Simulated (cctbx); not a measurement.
# TbCdAgS3 with cctbx, script by script

Library: cctbx 2025.11. The data are simulated by the first script.

## 1. Simulate the data

run.py:

```python
from cctbx import adptbx, crystal, miller, sgtbx, xray
from cctbx.array_family import flex
from iotbx.shelx import hklf
from scitbx import matrix
import scitbx.random

cs = crystal.symmetry(unit_cell=(17.301, 3.912, 8.386, 90, 103.11, 90), space_group_symbol='Hall: -C 2y')  # C2/m
atoms = [  # label, site, U (iso, or U11 U22 U33 U12 U13 U23 in A^2), occupancy
    ("Tb1", (0.3329, 0.5, 0.9162), 0.0145, 1),
    ("Cd1", (0.3662, 0.5, 0.4366), 0.0163, 1),
    ("Ag1", (0.487, 0, 0.7895), 0.0166, 1),
    ("S1", (0, 0, 0), 0.0181, 1),
    ("S2", (0, 0.5, 0.5), 0.0198, 1),
    ("S3", (0.3229, 0, 0.6986), 0.0181, 1),
    ("S4", (0.1768, 0.5, 0.8751), 0.0253, 1),
]
xs = xray.structure(crystal_symmetry=cs)
for label, site, u, occ in atoms:
    u = adptbx.u_cif_as_u_star(cs.unit_cell(), u) if isinstance(u, tuple) else u
    xs.add_scatterer(xray.scatterer(label, site=site, u=u, occupancy=occ))
xs.set_inelastic_form_factors(0.71073, "sasaki")
xs.show_summary()
p1 = xs.expand_to_p1()
ms = miller.build_set(p1, anomalous_flag=True, d_min=0.65)
flex.set_random_seed(173127)
scitbx.random.set_random_seed(173127)
ms = ms.select(flex.random_double(ms.size()) < 0.8)
i = ms.structure_factors_from_scatterers(p1, algorithm="direct").f_calc().as_intensity_array().data()
i = i * 20000 / flex.max(i)
sig = flex.sqrt(i + flex.pow2(0.02 * i) + 2 ** 2)
noise = scitbx.random.variate(scitbx.random.normal_distribution())(i.size())
data = ms.array(data=i + sig * noise, sigmas=sig).set_observation_type_xray_intensity()
with open("data.hkl", "w") as f:
    data.export_as_shelx_hklf(f)
print("reflections written:", data.size(), " <I/sigma> = %.1f" % flex.mean(data.data() / data.sigmas()))
for h, a, b in list(data.sort("data"))[:12]:
    print("%4d%4d%4d %9.1f %7.1f" % (h + (a, b)))
```

```console
$ python run.py
```

```text
Number of scatterers: 7
At special positions: 7
Unit cell: (17.301, 3.912, 8.386, 90, 103.11, 90)
Space group: C 1 2/m 1 (No. 12)
reflections written: 6712  <I/sigma> = 7.6
   1  -1  -2   20336.3   424.3
  -1   1   2   20251.2   424.3
   0   2   0   18653.3   387.9
  -6   0   0   17087.7   356.1
   6   0   0   16541.7   356.1
  -2   0   4   12919.0   281.6
   2   0  -4   12791.1   281.6
   5  -1   2   10772.0   231.3
  -5   1  -2   10519.0   231.3
   5   1   2   10244.2   231.3
  -3  -1   0   10091.1   223.6
   3   1   0   10004.6   223.6
```

Run time: 0.26 s on 1 thread of Arm Neoverse V2, on a shared host, peak memory 0.07 GiB.

## 2. Refinement (right model, isotropic)

run.py:

```python
import math
from cctbx import adptbx, crystal, maptbx, sgtbx, xray
from cctbx.array_family import flex
from cctbx.xray import observations
from iotbx.shelx import hklf
from scitbx.lstbx import normal_eqns_solving
from smtbx import absolute_structure, utils
from smtbx.refinement import constraints, least_squares

cs = crystal.symmetry(unit_cell=(17.301, 3.912, 8.386, 90, 103.11, 90), space_group_symbol='Hall: -C 2y')  # C2/m
atoms = [  # label, site, U (iso, or U11 U22 U33 U12 U13 U23 in A^2), occupancy
    ("Tb1", (0.3364, 0.5, 0.9186), 0.0200, 1),
    ("Cd1", (0.3687, 0.5, 0.433), 0.0200, 1),
    ("Ag1", (0.4864, 0, 0.7975), 0.0200, 1),
    ("S1", (0, 0, 0), 0.0200, 1),
    ("S2", (0, 0.5, 0.5), 0.0200, 1),
    ("S3", (0.3211, 0, 0.6898), 0.0200, 1),
    ("S4", (0.177, 0.5, 0.8728), 0.0200, 1),
]
xs = xray.structure(crystal_symmetry=cs)
for label, site, u, occ in atoms:
    u = adptbx.u_cif_as_u_star(cs.unit_cell(), u) if isinstance(u, tuple) else u
    xs.add_scatterer(xray.scatterer(label, site=site, u=u, occupancy=occ))
xs.set_inelastic_form_factors(0.71073, "sasaki")
raw = hklf.reader(file_name="data.hkl").as_miller_arrays(crystal_symmetry=cs, anomalous=True)[0]
merged = raw.eliminate_sys_absent().merge_equivalents()
fo2 = merged.array().set_observation_type_xray_intensity()
print("Rint %.3f, %d unique reflections to %.2f A" % (merged.r_int(), fo2.size(), fo2.d_min()))
for sc in xs.scatterers():
    sc.flags.set_grad_site(True)
    sc.flags.set_grad_u_aniso(sc.flags.use_u_aniso())
    sc.flags.set_grad_u_iso(sc.flags.use_u_iso())
obs = fo2.as_xray_observations()
extra = {}
rep = constraints.reparametrisation(xs, [], utils.connectivity_table(xs), **extra)
ls = least_squares.crystallographic_ls(obs, rep, weighting_scheme=least_squares.mainstream_shelx_weighting(a=0, b=0))
print("cycle     R1     wR2    GooF  max shift (A)")
for cycle in range(8):
    ls.build_up()
    r1, wr2, goof = ls.r1_factor(cutoff_factor=2)[0], ls.wR2(), ls.goof()
    old = xs.sites_cart()
    normal_eqns_solving.levenberg_marquardt_iterations(ls, n_max_iterations=3, tau=1e-06, step_threshold=1e-7)
    big = flex.max((xs.sites_cart() - old).norms())
    print("%4d %7.4f %7.4f %7.3f %9.5f" % (cycle + 1, r1, wr2, goof, big))
    ls.build_up(objective_only=True)
    if abs(ls.wR2() - wr2) < 5e-5 and big < 5e-4:
        break
ls.build_up()
print("final R1 %.4f wR2 %.4f GooF %.3f  parameters %d  data/parameter %.1f" % (ls.r1_factor(cutoff_factor=2)[0], ls.wR2(), ls.goof(), ls.n_parameters, fo2.size() / ls.n_parameters))
cov = ls.covariance_matrix_and_annotations()
su = dict(zip(cov.annotations, (math.sqrt(max(v, 0)) for v in cov.matrix.matrix_packed_u_diagonal())))
a2 = cs.unit_cell().reciprocal_parameters()[0] ** -2
print("atom        x        y        z      Ueq    occ   su(xyz)  su(Uiso or U11)")
for sc in xs.scatterers():
    s = max(su.get(sc.label + k, 0) for k in (".x", ".y", ".z"))
    npd = "" if sc.is_positive_definite_u(cs.unit_cell()) else "  NPD"
    print("%-5s %8.5f %8.5f %8.5f %8.4f %6.3f %8.5f %7.4f%s" % ((sc.label,) + sc.site + (sc.u_iso_or_equiv(cs.unit_cell()), sc.occupancy, s, su.get(sc.label + ".uiso", su.get(sc.label + ".u11", 0) * a2), npd)))
fo = fo2.f_sq_as_f()
fc = fo.structure_factors_from_scatterers(xs, algorithm="direct").f_calc()
diff = fo.f_obs_minus_f_calc(1 / math.sqrt(ls.scale_factor()), fc).average_bijvoet_mates()
m = diff.fft_map(symmetry_flags=maptbx.use_space_group_symmetry, resolution_factor=0.25).apply_volume_scaling()
print("difference map: max %.2f min %.2f rms %.2f" % (m.statistics().max(), m.statistics().min(), m.statistics().sigma()))
peaks = m.peak_search(parameters=maptbx.peak_search_parameters(min_distance_sym_equiv=0.6, max_clusters=6)).all()
near = xs.closest_distances(peaks.sites(), distance_cutoff=4)
sps = cs.special_position_settings(min_distance_sym_equiv=0.5)
for k, (x, h) in enumerate(zip(peaks.sites(), peaks.heights())):
    ss = sps.site_symmetry(x)
    print("Q%-3d %7.4f %7.4f %7.4f %4d %7.2f  %.2f A from %s" % ((k + 1,) + tuple(t % 1 for t in ss.exact_site()) + (ss.multiplicity(), h, near.smallest_distances[k], xs.scatterers()[near.i_seqs[k]].label)))
```

```console
$ python run.py
```

```text
Rint 0.025, 1167 unique reflections to 0.65 A
cycle     R1     wR2    GooF  max shift (A)
   1  0.2383  0.4933  14.389   0.07217
   2  0.0139  0.0310   0.903   0.00008
final R1 0.0139 wR2 0.0310 GooF 0.903  parameters 17  data/parameter 68.6
atom        x        y        z      Ueq    occ   su(xyz)  su(Uiso or U11)
Tb1    0.33291  0.50000  0.91622   0.0144  1.000  0.00002  0.0000
Cd1    0.36620  0.50000  0.43659   0.0163  1.000  0.00003  0.0001
Ag1    0.48698  0.00000  0.78945   0.0165  1.000  0.00003  0.0001
S1     0.00000  0.00000  0.00000   0.0179  1.000  0.00000  0.0002
S2     0.00000  0.50000  0.50000   0.0199  1.000  0.00000  0.0002
S3     0.32294  0.00000  0.69843   0.0180  1.000  0.00011  0.0001
S4     0.17674  0.50000  0.87498   0.0251  1.000  0.00013  0.0002
difference map: max 0.72 min -0.73 rms 0.17
Q1    0.2084  0.5000  0.2714    4    0.74  0.65 A from S3
Q2    0.1576  0.5000  0.3943    4    0.70  0.92 A from S3
Q3    0.2514  0.0000  0.5996    4    0.68  1.32 A from S3
Q4    0.2387  0.5000  0.0783    4    0.68  1.80 A from S4
Q5    0.0420  0.0000  0.1878    4    0.68  1.58 A from S1
Q6    0.0722  0.0000  0.2908    4    0.67  2.24 A from Ag1
```

Time: 0.4 s.

## 3. Refinement (right model, anisotropic)

run.py, as its changes from the last script of this kind:

```diff
@@ -12,7 +12,7 @@
-    ("Tb1", (0.3364, 0.5, 0.9186), 0.0200, 1),
-    ("Cd1", (0.3687, 0.5, 0.433), 0.0200, 1),
-    ("Ag1", (0.4864, 0, 0.7975), 0.0200, 1),
-    ("S1", (0, 0, 0), 0.0200, 1),
-    ("S2", (0, 0.5, 0.5), 0.0200, 1),
-    ("S3", (0.3211, 0, 0.6898), 0.0200, 1),
-    ("S4", (0.177, 0.5, 0.8728), 0.0200, 1),
+    ("Tb1", (0.33291, 0.5, 0.91622), 0.0144, 1),
+    ("Cd1", (0.3662, 0.5, 0.43659), 0.0163, 1),
+    ("Ag1", (0.48698, 0, 0.78945), 0.0165, 1),
+    ("S1", (0, 0, 0), 0.0179, 1),
+    ("S2", (0, 0.5, 0.5), 0.0199, 1),
+    ("S3", (0.32294, 0, 0.69843), 0.0180, 1),
+    ("S4", (0.17674, 0.5, 0.87498), 0.0251, 1),
@@ -24,0 +25 @@
+xs.convert_to_anisotropic()
```

```console
$ python run.py
```

```text
Rint 0.025, 1167 unique reflections to 0.65 A
cycle     R1     wR2    GooF  max shift (A)
   1  0.0140  0.0310   0.913   0.00009
   2  0.0139  0.0307   0.904   0.00000
final R1 0.0139 wR2 0.0307 GooF 0.904  parameters 38  data/parameter 30.7
atom        x        y        z      Ueq    occ   su(xyz)  su(Uiso or U11)
Tb1    0.33292  0.50000  0.91622   0.0144  1.000  0.00002  0.0001
Cd1    0.36620  0.50000  0.43659   0.0163  1.000  0.00003  0.0001
Ag1    0.48698  0.00000  0.78945   0.0165  1.000  0.00003  0.0001
S1     0.00000  0.00000  0.00000   0.0179  1.000  0.00000  0.0005
S2     0.00000  0.50000  0.50000   0.0199  1.000  0.00000  0.0005
S3     0.32294  0.00000  0.69844   0.0180  1.000  0.00011  0.0003
S4     0.17674  0.50000  0.87499   0.0251  1.000  0.00013  0.0004
difference map: max 0.74 min -0.75 rms 0.17
Q1    0.2077  0.5000  0.2686    4    0.74  0.65 A from S3
Q2    0.1575  0.5000  0.3937    4    0.70  0.91 A from S3
Q3    0.0723  0.0000  0.2911    4    0.69  2.24 A from Ag1
Q4    0.2388  0.5000  0.0788    4    0.68  1.80 A from S4
Q5    0.2516  0.0000  0.5999    4    0.67  1.32 A from S3
Q6    0.0424  0.0000  0.1881    4    0.66  1.58 A from S1
```

Time: 0.38 s.

## 4. Refinement

run.py, as its changes from the last script of this kind:

```diff
@@ -18,0 +19 @@
+    ("S5", (0.429, 0.658, 0.426), 0.0300, 1),
@@ -25 +25,0 @@
-xs.convert_to_anisotropic()
@@ -39 +39 @@
-for cycle in range(8):
+for cycle in range(12):
```

```console
$ python run.py
```

```text
Rint 0.025, 1167 unique reflections to 0.65 A
cycle     R1     wR2    GooF  max shift (A)
   1  0.1645  0.4056  11.853   0.30752
   2  0.0426  0.1549   4.525   0.40654
   3  0.0172  0.0583   1.702   0.12382
   4  0.0174  0.0573   1.674   0.01949
   5  0.0173  0.0573   1.674   0.00674
   6  0.0173  0.0573   1.674   0.00245
   7  0.0173  0.0573   1.674   0.00091
   8  0.0173  0.0573   1.674   0.00034
final R1 0.0173 wR2 0.0573 GooF 1.674  parameters 21  data/parameter 55.6
atom        x        y        z      Ueq    occ   su(xyz)  su(Uiso or U11)
Tb1    0.33291  0.50000  0.91622   0.0142  1.000  0.00004  0.0001
Cd1    0.36619  0.50000  0.43660   0.0161  1.000  0.00006  0.0001
Ag1    0.48699  0.00000  0.78943   0.0162  1.000  0.00006  0.0001
S1     0.00000  0.00000  0.00000   0.0177  1.000  0.00000  0.0004
S2     0.00000  0.50000  0.50000   0.0197  1.000  0.00000  0.0004
S3     0.32288  0.00000  0.69841   0.0178  1.000  0.00020  0.0003
S4     0.17681  0.50000  0.87504   0.0248  1.000  0.00024  0.0003
S5     0.38840  0.73669  0.43902   1.0000  1.000  0.01068  0.0293
difference map: max 1.01 min -1.24 rms 0.32
Q1    0.1687  0.0000  0.0542    4    1.01  0.26 A from Tb1
Q2    0.0213  0.5000  0.1947    4    1.01  0.22 A from Ag1
Q3    0.2388  0.5000  0.0778    4    0.99  1.79 A from S4
Q4    0.2091  0.5000  0.2712    4    0.89  0.66 A from S3
Q5    0.2379  0.0000  0.0336    4    0.88  1.38 A from Tb1
Q6    0.0994  0.5000  0.0160    4    0.84  1.98 A from S4
```

Time: 0.63 s.

This run holds a fault made on purpose: spurious atom: S5.

## 5. Refinement

run.py, as its changes from the last script of this kind:

```diff
@@ -13,2 +13,2 @@
-    ("Cd1", (0.3662, 0.5, 0.43659), 0.0163, 1),
-    ("Ag1", (0.48698, 0, 0.78945), 0.0165, 1),
+    ("Ag1", (0.3662, 0.5, 0.43659), 0.0163, 1),
+    ("Cd1", (0.48698, 0, 0.78945), 0.0165, 1),
@@ -19 +18,0 @@
-    ("S5", (0.429, 0.658, 0.426), 0.0300, 1),
@@ -25,0 +25 @@
+xs.convert_to_anisotropic()
```

```console
$ python run.py
```

```text
Rint 0.025, 1167 unique reflections to 0.65 A
cycle     R1     wR2    GooF  max shift (A)
   1  0.0220  0.0513   1.510   0.00095
   2  0.0173  0.0391   1.152   0.00000
final R1 0.0173 wR2 0.0391 GooF 1.152  parameters 38  data/parameter 30.7
atom        x        y        z      Ueq    occ   su(xyz)  su(Uiso or U11)
Tb1    0.33291  0.50000  0.91623   0.0144  1.000  0.00002  0.0001
Ag1    0.36620  0.50000  0.43659   0.0153  1.000  0.00004  0.0001
Cd1    0.48698  0.00000  0.78946   0.0175  1.000  0.00004  0.0001
S1     0.00000  0.00000  0.00000   0.0178  1.000  0.00000  0.0006
S2     0.00000  0.50000  0.50000   0.0199  1.000  0.00000  0.0006
S3     0.32290  0.00000  0.69848   0.0179  1.000  0.00014  0.0004
S4     0.17674  0.50000  0.87497   0.0250  1.000  0.00016  0.0005
difference map: max 1.44 min -1.29 rms 0.21
Q1    0.1378  0.0000  0.6109    4    1.44  0.39 A from Ag1
Q2    0.1292  0.0000  0.5239    4    1.40  0.32 A from Ag1
Q3    0.2103  0.5000  0.2691    4    0.74  0.69 A from S3
Q4    0.2393  0.5000  0.0766    4    0.72  1.79 A from S4
Q5    0.2496  0.0000  0.5963    4    0.72  1.36 A from S3
Q6    0.1584  0.5000  0.3957    4    0.71  0.92 A from S3
```

Time: 0.38 s.

This run holds a fault made on purpose: elements exchanged: Cd1 is Ag and Ag1 is Cd.

## 6. Refinement

run.py, as its changes from the last script of this kind:

```diff
@@ -13,2 +13,2 @@
-    ("Ag1", (0.3662, 0.5, 0.43659), 0.0163, 1),
-    ("Cd1", (0.48698, 0, 0.78945), 0.0165, 1),
+    ("Cd1", (0.3662, 0.5, 0.43659), 0.0163, 1),
+    ("Ag1", (0.48698, 0, 0.78945), 0.0165, 1),
@@ -16,3 +16,2 @@
-    ("S2", (0, 0.5, 0.5), 0.0199, 1),
-    ("S3", (0.32294, 0, 0.69843), 0.0180, 1),
-    ("S4", (0.17674, 0.5, 0.87498), 0.0251, 1),
+    ("S2", (0.32294, 0, 0.69843), 0.0180, 1),
+    ("S3", (0.17674, 0.5, 0.87498), 0.0251, 1),
```

```console
$ python run.py
```

```text
Rint 0.025, 1167 unique reflections to 0.65 A
cycle     R1     wR2    GooF  max shift (A)
   1  0.1037  0.2147   6.310   0.00780
   2  0.1032  0.2123   6.241   0.00000
final R1 0.1032 wR2 0.2123 GooF 6.241  parameters 34  data/parameter 34.3
atom        x        y        z      Ueq    occ   su(xyz)  su(Uiso or U11)
Tb1    0.33284  0.50000  0.91630   0.0137  1.000  0.00013  0.0005
Cd1    0.36620  0.50000  0.43622   0.0154  1.000  0.00020  0.0007
Ag1    0.48697  0.00000  0.78917   0.0157  1.000  0.00021  0.0007
S1     0.00000  0.00000  0.00000   0.0170  1.000  0.00000  0.0031
S2     0.32293  0.00000  0.69838   0.0166  1.000  0.00071  0.0022
S3     0.17629  0.50000  0.87499   0.0249  1.000  0.00087  0.0028
difference map: max 61.20 min -2.09 rms 1.13
Q1    0.0000  0.5000  0.5000    2   61.20  2.49 A from Ag1
Q2    0.1621  0.0000  0.0832    4    6.54  0.09 A from Tb1
Q3    0.1350  0.0000  0.5444    4    5.13  0.17 A from Cd1
Q4    0.0124  0.5000  0.1962    4    3.91  0.12 A from Ag1
Q5    0.1846  0.5000  0.8917    4    2.50  0.18 A from S3
Q6    0.0006  0.3862  0.3984    8    1.79  1.69 A from Ag1
```

Run time: 0.37 s on 1 thread of Arm Neoverse V2 (shared host), peak memory 0.09 GiB.

This run holds a fault made on purpose: atom left out: S2.

[Logs are printed without paths, hosts, clocks, repeated set-up lines and the standing remarks that a program may print on its own settings, such as how far it seeks lower states.]
